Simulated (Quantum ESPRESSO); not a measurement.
# Mn3GaC: parallel and opposed starts, part 3 of 3

A self-consistent run ends on one state, which hangs on the start. Several orders of Mn3GaC are started in Quantum ESPRESSO and their energies compared.

Quantum ESPRESSO 7.5; LDA; plane waves with GBRV 1.5 LDA potentials, no spin-orbit coupling.

So far. Step 5 (The states side by side): An order is kept where moments of 0.15 μB or more survive with the typed signs; meshes match where a doubled cell samples the same k points as the first cell.

### Step 7. Another way to count moments

Level of this step: LDA; plane waves with GBRV 1.5 LDA potentials, no spin-orbit coupling, projections on orthogonalised atomic orbitals (Quantum ESPRESSO).

projwfc.x projects the saved states on orthogonalised atomic orbitals of the pseudopotential files.

The log of the run:

```text
[banner, memory and clock lines left out]
Program PROJWFC v.7.5 starts

     [... lines left out ...]
     IMPORTANT: XC functional enforced from input :
     Exchange-correlation= PZ
                           (   1   1   0   0   0   0   0)
     Any further DFT definition will be discarded
     Please, verify this is what you really want

     G-vector sticks info

     Check: negative core charge=   -0.000054

     Gaussian broadening (read from input): ngauss,degauss=   0    0.010000

     Calling projwave ....

  Problem Sizes
  natomwfc =           55
  nbnd     =           54
  nkstot   =           40
  npwx     =         1743
  nkb      =           80

     Atomic states used for projection
     (read from pseudopotential files):

     state #   1: atom   1 (Mn ), wfc  1 (l=0 m= 1)
     state #   2: atom   1 (Mn ), wfc  2 (l=1 m= 1)
     state #   3: atom   1 (Mn ), wfc  2 (l=1 m= 2)
     state #   4: atom   1 (Mn ), wfc  2 (l=1 m= 3)
     state #   5: atom   1 (Mn ), wfc  3 (l=0 m= 1)
     state #   6: atom   1 (Mn ), wfc  4 (l=2 m= 1)
     state #   7: atom   1 (Mn ), wfc  4 (l=2 m= 2)
     state #   8: atom   1 (Mn ), wfc  4 (l=2 m= 3)
     state #   9: atom   1 (Mn ), wfc  4 (l=2 m= 4)
     state #  10: atom   1 (Mn ), wfc  4 (l=2 m= 5)
     state #  11: atom   1 (Mn ), wfc  5 (l=1 m= 1)
     state #  12: atom   1 (Mn ), wfc  5 (l=1 m= 2)
     state #  13: atom   1 (Mn ), wfc  5 (l=1 m= 3)
     state #  14: atom   2 (Mn ), wfc  1 (l=0 m= 1)
[...]
state #  28: atom   3 (Mn ), wfc  2 (l=1 m= 1)
     state #  29: atom   3 (Mn ), wfc  2 (l=1 m= 2)
     state #  30: atom   3 (Mn ), wfc  2 (l=1 m= 3)
     state #  31: atom   3 (Mn ), wfc  3 (l=0 m= 1)
     state #  32: atom   3 (Mn ), wfc  4 (l=2 m= 1)
     state #  33: atom   3 (Mn ), wfc  4 (l=2 m= 2)
     state #  34: atom   3 (Mn ), wfc  4 (l=2 m= 3)
     state #  35: atom   3 (Mn ), wfc  4 (l=2 m= 4)
     state #  36: atom   3 (Mn ), wfc  4 (l=2 m= 5)
     state #  37: atom   3 (Mn ), wfc  5 (l=1 m= 1)
     state #  38: atom   3 (Mn ), wfc  5 (l=1 m= 2)
     state #  39: atom   3 (Mn ), wfc  5 (l=1 m= 3)
     state #  40: atom   4 (Ga ), wfc  1 (l=1 m= 1)
     state #  41: atom   4 (Ga ), wfc  1 (l=1 m= 2)
     state #  42: atom   4 (Ga ), wfc  1 (l=1 m= 3)
     state #  43: atom   4 (Ga ), wfc  2 (l=2 m= 1)
     state #  44: atom   4 (Ga ), wfc  2 (l=2 m= 2)
     state #  45: atom   4 (Ga ), wfc  2 (l=2 m= 3)
     state #  46: atom   4 (Ga ), wfc  2 (l=2 m= 4)
     state #  47: atom   4 (Ga ), wfc  2 (l=2 m= 5)
     state #  48: atom   4 (Ga ), wfc  3 (l=0 m= 1)
     state #  49: atom   4 (Ga ), wfc  4 (l=1 m= 1)
     state #  50: atom   4 (Ga ), wfc  4 (l=1 m= 2)
     state #  51: atom   4 (Ga ), wfc  4 (l=1 m= 3)
     state #  52: atom   5 (C  ), wfc  1 (l=0 m= 1)
     state #  53: atom   5 (C  ), wfc  2 (l=1 m= 1)
     state #  54: atom   5 (C  ), wfc  2 (l=1 m= 2)
     state #  55: atom   5 (C  ), wfc  2 (l=1 m= 3)

 [... projections of the bands left out ...]

Lowdin Charges:

     Atom #   1: total charge =  15.2053, s =  2.2891, p =  7.1490, d =  5.7671,
                 spin up      =   8.4419, s =  1.1446,
                 spin up      =   8.4419, p =  3.5740, pz=  1.1893, px=  1.1953, py=  1.1893,
                 spin up      =   8.4419, d =  3.7234, dz2=  0.7859, dxz=  0.6520, dyz=  0.8838, dx2-y2=  0.7496, dxy=  0.6520,
                 spin down    =   6.7634, s =  1.1446,
                 spin down    =   6.7634, p =  3.5751, pz=  1.1942, px=  1.1866, py=  1.1942,
                 spin down    =   6.7634, d =  2.0438, dz2=  0.4332, dxz=  0.4517, dyz=  0.2656, dx2-y2=  0.4415, dxy=  0.4517,
                 polarization =   1.6785, s = -0.0000, p = -0.0011, d =  1.6796,
     Atom #   2: total charge =  15.2053, s =  2.2891, p =  7.1490, d =  5.7671,
                 spin up      =   8.4419, s =  1.1446,
                 spin up      =   8.4419, p =  3.5740, pz=  1.1893, px=  1.1893, py=  1.1953,
                 spin up      =   8.4419, d =  3.7234, dz2=  0.7859, dxz=  0.8838, dyz=  0.6520, dx2-y2=  0.7496, dxy=  0.6520,
                 spin down    =   6.7634, s =  1.1446,
                 spin down    =   6.7634, p =  3.5751, pz=  1.1942, px=  1.1942, py=  1.1866,
                 spin down    =   6.7634, d =  2.0438, dz2=  0.4332, dxz=  0.2656, dyz=  0.4517, dx2-y2=  0.4415, dxy=  0.4517,
                 polarization =   1.6785, s = -0.0000, p = -0.0011, d =  1.6796,
     Atom #   3: total charge =  15.2053, s =  2.2891, p =  7.1490, d =  5.7671,
                 spin up      =   8.4419, s =  1.1446,
                 spin up      =   8.4419, p =  3.5740, pz=  1.1953, px=  1.1893, py=  1.1893,
                 spin up      =   8.4419, d =  3.7234, dz2=  0.7315, dxz=  0.6520, dyz=  0.6520, dx2-y2=  0.8040, dxy=  0.8838,
                 spin down    =   6.7634, s =  1.1446,
                 spin down    =   6.7634, p =  3.5751, pz=  1.1866, px=  1.1942, py=  1.1942,
                 spin down    =   6.7634, d =  2.0438, dz2=  0.4457, dxz=  0.4517, dyz=  0.4517, dx2-y2=  0.4290, dxy=  0.2656,
                 polarization =   1.6785, s = -0.0000, p = -0.0011, d =  1.6796,
     Atom #   4: total charge =  18.3075, s =  0.7448, p =  7.5802, d =  9.9824,
                 spin up      =   9.0658, s =  0.3555,
                 spin up      =   9.0658, p =  3.7180, pz=  1.2393, px=  1.2393, py=  1.2393,
                 spin up      =   9.0658, d =  4.9923, dz2=  0.9988, dxz=  0.9982, dyz=  0.9982, dx2-y2=  0.9988, dxy=  0.9982,
                 spin down    =   9.2417, s =  0.3893,
                 spin down    =   9.2417, p =  3.8622, pz=  1.2874, px=  1.2874, py=  1.2874,
                 spin down    =   9.2417, d =  4.9901, dz2=  0.9985, dxz=  0.9977, dyz=  0.9977, dx2-y2=  0.9985, dxy=  0.9977,
                 polarization =  -0.1758, s = -0.0339, p = -0.1442, d =  0.0022,
     Atom #   5: total charge =   3.9999, s =  0.9792, p =  3.0207, d =  0.0000,
                 spin up      =   1.9041, s =  0.4792,
                 spin up      =   1.9041, p =  1.4249, pz=  0.4750, px=  0.4750, py=  0.4750,
                 spin up      =   1.9041, d =  0.0000, dz2=  0.0000, dxz=  0.0000, dyz=  0.0000, dx2-y2=  0.0000, dxy=  0.0000,
                 spin down    =   2.0958, s =  0.5000,
                 spin down    =   2.0958, p =  1.5958, pz=  0.5319, px=  0.5319, py=  0.5319,
                 spin down    =   2.0958, d =  0.0000, dz2=  0.0000, dxz=  0.0000, dyz=  0.0000, dx2-y2=  0.0000, dxy=  0.0000,
                 polarization =  -0.1916, s = -0.0208, p = -0.1708, d =  0.0000,
     Spilling Parameter:   0.0011
```

The job ended after 2 s (4 MPI ranks of Intel Xeon Platinum 8488C (Sapphire Rapids), shared host; peak memory 0.07 GiB).

| atom | moment in the sphere (μB) | Löwdin moment (μB) | Löwdin charge (e) |
| --- | --- | --- | --- |
| Mn1 | 1.413 | 1.679 | 15.205 |
| Mn2 | 1.413 | 1.679 | 15.205 |
| Mn3 | 1.413 | 1.679 | 15.205 |
| Ga4 | -0.076 | -0.176 | 18.308 |
| C5 | -0.118 | -0.192 | 4.000 |

### Step 8. Results

```
lowest state found      : ferromagnetic (from ferro +++)
largest site moment     : 1.41 μB
next state with moments : ferrimagnetic, 37.8 meV a seeded atom higher
state without moments   : 124 meV a seeded atom higher
```

What this shows: The largest moment reads 1.41 μB in the sphere and 1.68 μB by Löwdin projection; a site moment hangs on how space is shared out. Only these 3 starts were compared; other wavevectors, canted and longer-period orders were not. Energies are free energies at an electronic temperature of 1160 K, which lowers moments and differences where the moments are itinerant.

[Logs and program files are shortened in this print: banners, set-up blocks, solver, clock and traceback lines can be left out without a mark of their own.]

[Logs are printed without paths, hosts, clocks, repeated set-up lines and the standing remarks that a program may print on its own settings, such as how far it seeks lower states.]

[Hosts, paths, dates, database ids (printed as entryN), source tags and the programs' standing remarks are cut or masked in the printed files.]

[Where a cell is said to come from a database of computed structures, the database is the Materials Project.]
